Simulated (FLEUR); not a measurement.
# CeSb: which magnetic order is lowest

Wanted: the moments of CeSb and the energy of each order that was tried.

Program: FLEUR MaX-R8.1. Level of theory: LDA (VWN) with U = 4.02 eV, J = 0.7 eV on Ce f; all-electron FLAPW, Dirac cores, scalar-relativistic bands. Results are calculated unless marked as measured.

Report form: the programs' logs are mostly left out.

The database entry behind the starting cell differs from later determinations by our own check (about 0.3 % short), so it need not match the best structure at ambient conditions.

### 1. The starting structure

The structure is cubic, space group Fm-3m (No. 225). The conventional cell has a = 6.399 Å, b = 6.399 Å, c = 6.399 Å, α = 90.00°, β = 90.00°, γ = 90.00°. Nearest to Ce lie 6 Sb at 3.20 Å. Sb has 6 Ce at 3.20 Å nearest. Farther neighbours are not listed.

As a file:

```
Ce Sb
1.0
     0.00000    3.19950    3.19950
     3.19950    0.00000    3.19950
     3.19950    3.19950    0.00000
Ce Sb
1 1
Cartesian
  0.0000 0.0000 0.0000
  3.1995 3.1995 3.1995
```

### 2. Start 1: ferro +

The parallel start is the test of whether parallel moments hold. A Hubbard U acts on the open shell, since semilocal functionals spread its electrons too much.

The file n_mmp_mat seeds the f occupations with whole cubic orbitals by Hund's first rule, so that the U acts from the first pass. inpgen writes inp.xml from crystal.txt; cutoffs, mixing, functional, smearing and local orbitals are then set in the file. The k list default-1 (kpts.xml, not shown) is a Γ-centred 8×8×8 mesh; where the ranks do not divide the number of points, some are split in two of half the weight.

File inp.xml:

```
<?xml version="1.0" encoding="UTF-8" standalone="no"?>
<fleurInput fleurInputVersion="0.39">
   <comment>
      CeSb
   </comment>
   <calculationSetup>
      <cutoffs Kmax="3.6" Gmax="10.8" GmaxXC="10.8" numbands="0"/>
      <scfLoop itmax="130" minDistance="0.0001" maxIterBroyd="15" imix="Anderson" alpha="0.05" precondParam="0.0" spinf="2.0" sdNocoIR="T"/>
      <coreElectrons ctail="T" frcor="F" kcrel="0" coretail_lmax="0"/>
      <xcFunctional name="vwn" relativisticCorrections="F"/>
      <magnetism jspins="2"/>
      <soc l_soc="F" theta="0.0" phi="0.0" spav="F"/>
      <expertModes spex="0" secvar="F"/>
      <geometryOptimization l_f="F" forcealpha="1.0" forcemix="BFGS" epsdisp="0.00001" epsforce="0.00001"/>
      <ldaU l_linMix="F" mixParam="0.05" spinf="1.0"/>
   </calculationSetup>
   <cell>
      <bzIntegration valenceElectrons="27.0" mode="hist" fermiSmearingEnergy="0.00110248">
         <kPointListSelection listName="default-1"/>
         <xi:include xmlns:xi="http://www.w3.org/2001/XInclude" href="kpts.xml"> </xi:include>
      </bzIntegration>
      <xi:include xmlns:xi="http://www.w3.org/2001/XInclude" href="sym.xml"> </xi:include>
      <bulkLattice scale="1.0">
         <bravaisMatrix>
            <row-1>    0.0000000000000000     6.0461787356576995     6.0461787356576995</row-1>
            <row-2>    6.0461787356576995     0.0000000000000000     6.0461787356576995</row-2>
            <row-3>    6.0461787356576995     6.0461787356576995     0.0000000000000000</row-3>
         </bravaisMatrix>
      </bulkLattice>
   </cell>
   <atomSpecies>
      <species name="Cerium (Ce1.000" element="Ce" atomicNumber="58">
         <mtSphere radius="2.8" gridPoints="925" logIncrement="0.014"/>
         <atomicCutoffs lmax="10" lnonsphr="8"/>
         <electronConfig flipSpins="F">
            <coreConfig>(1s1/2) (2s1/2) (2p1/2) (2p3/2) (3s1/2) (3p1/2) (3p3/2) (4s1/2) (3d3/2) (3d5/2) (4p1/2) (4p3/2) (4d3/2) (4d5/2)</coreConfig>
            <valenceConfig>(5s1/2) (5p1/2) (5p3/2) (6s1/2) (5d3/2) (5d5/2) (4f5/2) (4f7/2)</valenceConfig>
            <stateOccupation state="(5d3/2)" spinUp="0.2" spinDown="0.2"/>
            <stateOccupation state="(5d5/2)" spinUp="0.3" spinDown="0.3"/>
            <stateOccupation state="(4f5/2)" spinUp="0.4285714285714" spinDown="0.0"/>
            <stateOccupation state="(4f7/2)" spinUp="0.5714285714286" spinDown="0.0"/>
         </electronConfig>
         <energyParameters s="6" p="6" d="5" f="4"/>
         <ldaU l="3" U="4.02" J="0.7" l_amf="F"/>
         <lo type="SCLO" l="0" n="5" eDeriv="0"/>
         <lo type="SCLO" l="1" n="5" eDeriv="0"/>
      </species>
      <species name="Antimony (Sb)" element="Sb" atomicNumber="51">
         <mtSphere radius="2.8" gridPoints="925" logIncrement="0.014"/>
         <atomicCutoffs lmax="10" lnonsphr="8"/>
         <electronConfig flipSpins="F">
            <coreConfig>(1s1/2) (2s1/2) (2p1/2) (2p3/2) (3s1/2) (3p1/2) (3p3/2) (4s1/2) (3d3/2) (3d5/2) (4p1/2) (4p3/2)</coreConfig>
            <valenceConfig>(5s1/2) (4d3/2) (4d5/2) (5p1/2) (5p3/2)</valenceConfig>
            <stateOccupation state="(5p1/2)" spinUp="0.500000" spinDown="0.500000"/>
            <stateOccupation state="(5p3/2)" spinUp="1.000000" spinDown="1.000000"/>
         </electronConfig>
         <energyParameters s="5" p="5" d="5" f="4"/>
         <lo type="SCLO" l="2" n="4" eDeriv="0"/>
      </species>
   </atomSpecies>
   <atomGroups>
      <atomGroup species="Cerium (Ce1.000">
         <relPos label="                   1">.0000000000 .0000000000 .0000000000</relPos>
         <force calculate="T" relaxXYZ="TTT"/>
      </atomGroup>
      <atomGroup species="Antimony (Sb)">
         <relPos label="                   2">1.000/2.000 1.000/2.000 1.000/2.000</relPos>
         <force calculate="T" relaxXYZ="TTT"/>
      </atomGroup>
   </atomGroups>
   <output dos="F" band="F" slice="F">
      <bandDOS minEnergy="-.5*Htr" maxEnergy="0.5*Htr" sigma="0.015" storeEVData="T"/>
      <plotting iplot="0" polar="F">
         <plot TwoD="T" vec1="  1.0  0.0  0.0" vec2="  0.0  1.0  0.0" vec3="  0.0  0.0  1.0" zero="  0.0  0.0  0.0" file="plot"/>
      </plotting>
      <moessbauerParams electricFieldGradient="F" isomerShift="F" coreHyperfine="F" valenceHyperfine="F"/>
   </output>
</fleurInput>
```

File crystal.txt:

```
CeSb
&input film=F cartesian=F /
0.00000000000  3.19950000000  3.19950000000
3.19950000000  0.00000000000  3.19950000000
3.19950000000  3.19950000000  0.00000000000
1.8897261246
1.0 1.0 1.0

2
58 0.00000000000  0.00000000000  0.00000000000 : 1.000
51 0.50000000000  0.50000000000  0.50000000000

&kpt div1=8 div2=8 div3=8 gamma=T /
```

Command:

```console
$ OMP_NUM_THREADS=1 inpgen -f crystal.txt > inpgen.log  # inp.xml is then edited as shown
$ OMP_NUM_THREADS=1 mpirun -n 4 fleur_MPI > fleur.log
```

Wall time 12 s (4 MPI ranks of AMD EPYC 9R45, shared host); peak memory 0.27 GiB.

Read from the output:

```yaml
free_energy: -417343.8735 eV
program_s_band_gap_on_this_mesh_in_a_metal_only_a_level_spacing: 0.1217 eV
magnetization: 1.019 μB
final_state: ferromagnetic
largest_moment: 1.003 μB
```

After 15 cycles the largest moment stands at 1.00 μB.

### 3. Run 2 (antiferro q=(0,1/2,1/2) +-)

Reversing part of the moments tests the sign of the couplings between them.

The cell is doubled to 4 atoms to hold this order. The mesh is halved along the doubled vector, so that both cells sample the same points. The k list default-1 (kpts.xml, not shown) is a Γ-centred 8×4×8 mesh.

Changes to inp.xml since step 2:

```diff
@@ -17,3 +17,3 @@
    <cell>
-      <bzIntegration valenceElectrons="27.0" mode="hist" fermiSmearingEnergy="0.00110248">
+      <bzIntegration valenceElectrons="54.0" mode="hist" fermiSmearingEnergy="0.00110248">
          <kPointListSelection listName="default-1"/>
@@ -25,4 +25,4 @@
             <row-1>    0.0000000000000000     6.0461787356576995     6.0461787356576995</row-1>
-            <row-2>    6.0461787356576995     0.0000000000000000     6.0461787356576995</row-2>
-            <row-3>    6.0461787356576995     6.0461787356576995     0.0000000000000000</row-3>
+            <row-2>   12.0923574713153990     0.0000000000000000    12.0923574713153990</row-2>
+            <row-3>   12.0923574713153990     6.0461787356576995     6.0461787356576995</row-3>
          </bravaisMatrix>
@@ -41,2 +41,18 @@
             <stateOccupation state="(4f7/2)" spinUp="0.5714285714286" spinDown="0.0"/>
+         </electronConfig>
+         <energyParameters s="6" p="6" d="5" f="4"/>
+         <ldaU l="3" U="4.02" J="0.7" l_amf="F"/>
+         <lo type="SCLO" l="0" n="5" eDeriv="0"/>
+         <lo type="SCLO" l="1" n="5" eDeriv="0"/>
+      </species>
+      <species name="Cerium (Ce-1.000" element="Ce" atomicNumber="58">
+         <mtSphere radius="2.8" gridPoints="925" logIncrement="0.014"/>
+         <atomicCutoffs lmax="10" lnonsphr="8"/>
+         <electronConfig flipSpins="F">
+            <coreConfig>(1s1/2) (2s1/2) (2p1/2) (2p3/2) (3s1/2) (3p1/2) (3p3/2) (4s1/2) (3d3/2) (3d5/2) (4p1/2) (4p3/2) (4d3/2) (4d5/2)</coreConfig>
+            <valenceConfig>(5s1/2) (5p1/2) (5p3/2) (6s1/2) (5d3/2) (5d5/2) (4f5/2) (4f7/2)</valenceConfig>
+            <stateOccupation state="(5d3/2)" spinUp="0.2" spinDown="0.2"/>
+            <stateOccupation state="(5d5/2)" spinUp="0.3" spinDown="0.3"/>
+            <stateOccupation state="(4f5/2)" spinUp="0.0" spinDown="0.4285714285714"/>
+            <stateOccupation state="(4f7/2)" spinUp="0.0" spinDown="0.5714285714286"/>
          </electronConfig>
@@ -65,4 +81,12 @@
       </atomGroup>
+      <atomGroup species="Cerium (Ce-1.000">
+         <relPos label="                   2">.0000000000 1.000/2.000 .0000000000</relPos>
+         <force calculate="T" relaxXYZ="TTT"/>
+      </atomGroup>
       <atomGroup species="Antimony (Sb)">
-         <relPos label="                   2">1.000/2.000 1.000/2.000 1.000/2.000</relPos>
+         <relPos label="                   3">1.000/2.000 .0000000000 1.000/2.000</relPos>
+         <force calculate="T" relaxXYZ="TTT"/>
+      </atomGroup>
+      <atomGroup species="Antimony (Sb)">
+         <relPos label="                   4">1.000/2.000 1.000/2.000 1.000/2.000</relPos>
          <force calculate="T" relaxXYZ="TTT"/>
```

File crystal.txt:

```
CeSb
&input film=F cartesian=F /
0.00000000000  3.19950000000  3.19950000000
6.39900000000  0.00000000000  6.39900000000
6.39900000000  3.19950000000  3.19950000000
1.8897261246
1.0 1.0 1.0

4
58 0.00000000000  0.00000000000  0.00000000000 : 1.000
58 0.00000000000  0.50000000000  0.00000000000 : -1.000
51 0.50000000000  0.00000000000  0.50000000000
51 0.50000000000  0.50000000000  0.50000000000

&kpt div1=8 div2=4 div3=8 gamma=T /
```

Run time: 1.8 min. Hardware: 4 MPI ranks; peak memory 0.58 GiB.

Spin moment in the muffin-tin sphere by atom:

| atom | spin moment in the muffin-tin sphere (μB) |
| --- | --- |
| Ce1 | 1.01 |
| Ce2 | -1.01 |
| Sb3 | 0.01 |
| Sb4 | -0.01 |

This step gave:

```
free energy                                                       : -834687.7484 eV
program's band gap on this mesh (in a metal only a level spacing) : 1.37e-6 eV
magnetization                                                     : 0 μB
final state                                                       : antiferromagnetic
```

It lies 0.732 meV a seeded atom under the first start, and its largest moment is 1.01 μB against 1.00 μB.

### 4. Order 3, typed as antiferro q=(0,0,1/2) +-

The cell is doubled to 4 atoms to hold this order. The mesh is halved along the doubled vector, so that both cells sample the same points. The k list default-1 (kpts.xml, not shown) is a Γ-centred 8×8×4 mesh.

Changes to inp.xml since step 3:

```diff
@@ -25,4 +25,4 @@
             <row-1>    0.0000000000000000     6.0461787356576995     6.0461787356576995</row-1>
-            <row-2>   12.0923574713153990     0.0000000000000000    12.0923574713153990</row-2>
-            <row-3>   12.0923574713153990     6.0461787356576995     6.0461787356576995</row-3>
+            <row-2>    6.0461787356576995     0.0000000000000000     6.0461787356576995</row-2>
+            <row-3>   12.0923574713153990    12.0923574713153990     0.0000000000000000</row-3>
          </bravaisMatrix>
@@ -82,3 +82,3 @@
       <atomGroup species="Cerium (Ce-1.000">
-         <relPos label="                   2">.0000000000 1.000/2.000 .0000000000</relPos>
+         <relPos label="                   2">.0000000000 .0000000000 1.000/2.000</relPos>
          <force calculate="T" relaxXYZ="TTT"/>
@@ -86,7 +86,4 @@
       <atomGroup species="Antimony (Sb)">
-         <relPos label="                   3">1.000/2.000 .0000000000 1.000/2.000</relPos>
-         <force calculate="T" relaxXYZ="TTT"/>
-      </atomGroup>
-      <atomGroup species="Antimony (Sb)">
-         <relPos label="                   4">1.000/2.000 1.000/2.000 1.000/2.000</relPos>
+         <relPos label="                   3">1.000/2.000 1.000/2.000 1.000/4.000</relPos>
+         <relPos label="                   4">1.000/2.000 1.000/2.000 -1.000/4.000</relPos>
          <force calculate="T" relaxXYZ="TTT"/>
```

File crystal.txt:

```
CeSb
&input film=F cartesian=F /
0.00000000000  3.19950000000  3.19950000000
3.19950000000  0.00000000000  3.19950000000
6.39900000000  6.39900000000  0.00000000000
1.8897261246
1.0 1.0 1.0

4
58 0.00000000000  0.00000000000  0.00000000000 : 1.000
58 0.00000000000  0.00000000000  0.50000000000 : -1.000
51 0.50000000000  0.50000000000  0.25000000000
51 0.50000000000  0.50000000000  0.75000000000

&kpt div1=8 div2=8 div3=4 gamma=T /
```

Elapsed: 1.8 min, on 4 MPI ranks; peak memory 0.58 GiB; 7.3 min of CPU time.

Spin moment in the muffin-tin sphere by atom:

| atom | spin moment in the muffin-tin sphere (μB) |
| --- | --- |
| Ce1 | 1.02 |
| Ce2 | -1.02 |
| Sb3 | 0.00 |
| Sb4 | 0.00 |

Numbers from this step:

* free energy: -834687.7486 eV
* program's band gap on this mesh (in a metal only a level spacing): 2.41e-4 eV
* magnetization: 0 μB
* final state: antiferromagnetic

It lies 0.854 meV a seeded atom under the first start, and its largest moment is 1.02 μB against 1.00 μB.

### 5. Ranking

Free energies are divided by the number of seeded atoms, so that cells of unlike size compare. Wavevectors q in the names are fractions of the primitive cell's reciprocal vectors.

Orders:

| start | final state | typed order kept | energy over the lowest (meV a seeded atom) | largest sphere moment (μB) | net moment (μB a primitive cell) | mesh matched | CPU time (s) |
| --- | --- | --- | --- | --- | --- | --- | --- |
| ferro + | ferromagnetic | yes | 0.8543 | 1.003 | 1.019 | yes | 48.04 |
| antiferro q=(0,1/2,1/2) +- | antiferromagnetic | yes | 0.1223 | 1.014 | 0 | yes | 424.5 |
| antiferro q=(0,0,1/2) +- | antiferromagnetic | yes | 0 | 1.018 | 0 | yes | 437.6 |

### 6. Summary of results

| Quantity | Value |
| --- | --- |
| lowest state found | antiferromagnetic (typed antiferro q=(0,0,1/2) +-) |
| largest site spin moment | 1.02 μB |
| next finished state | antiferromagnetic, 0.122 meV a seeded atom higher |

The lowest state found is antiferromagnetic, reached from the start antiferro q=(0,0,1/2) +-, with moments up to 1.02 μB. The two lowest states lie so close that the mesh, the functional or spin–orbit coupling could swap them. Only 3 starts were tried; other patterns of signs, canted and longer-period orders were not. Open f shells have many stationary orbital fillings, so the state need not be the lowest, and spin-only moments miss the orbital part.

[Logs and program files are shortened in this print: banners, set-up blocks, solver, clock and traceback lines can be left out without a mark of their own.]

[Logs are printed without paths, hosts, clocks, repeated set-up lines and the standing remarks that a program may print on its own settings, such as how far it seeks lower states.]

[Hosts, paths, dates, database ids (printed as entryN), source tags and the programs' standing remarks are cut or masked in the printed files.]

[Where a cell is said to come from a database of computed structures, the database is the Materials Project.]
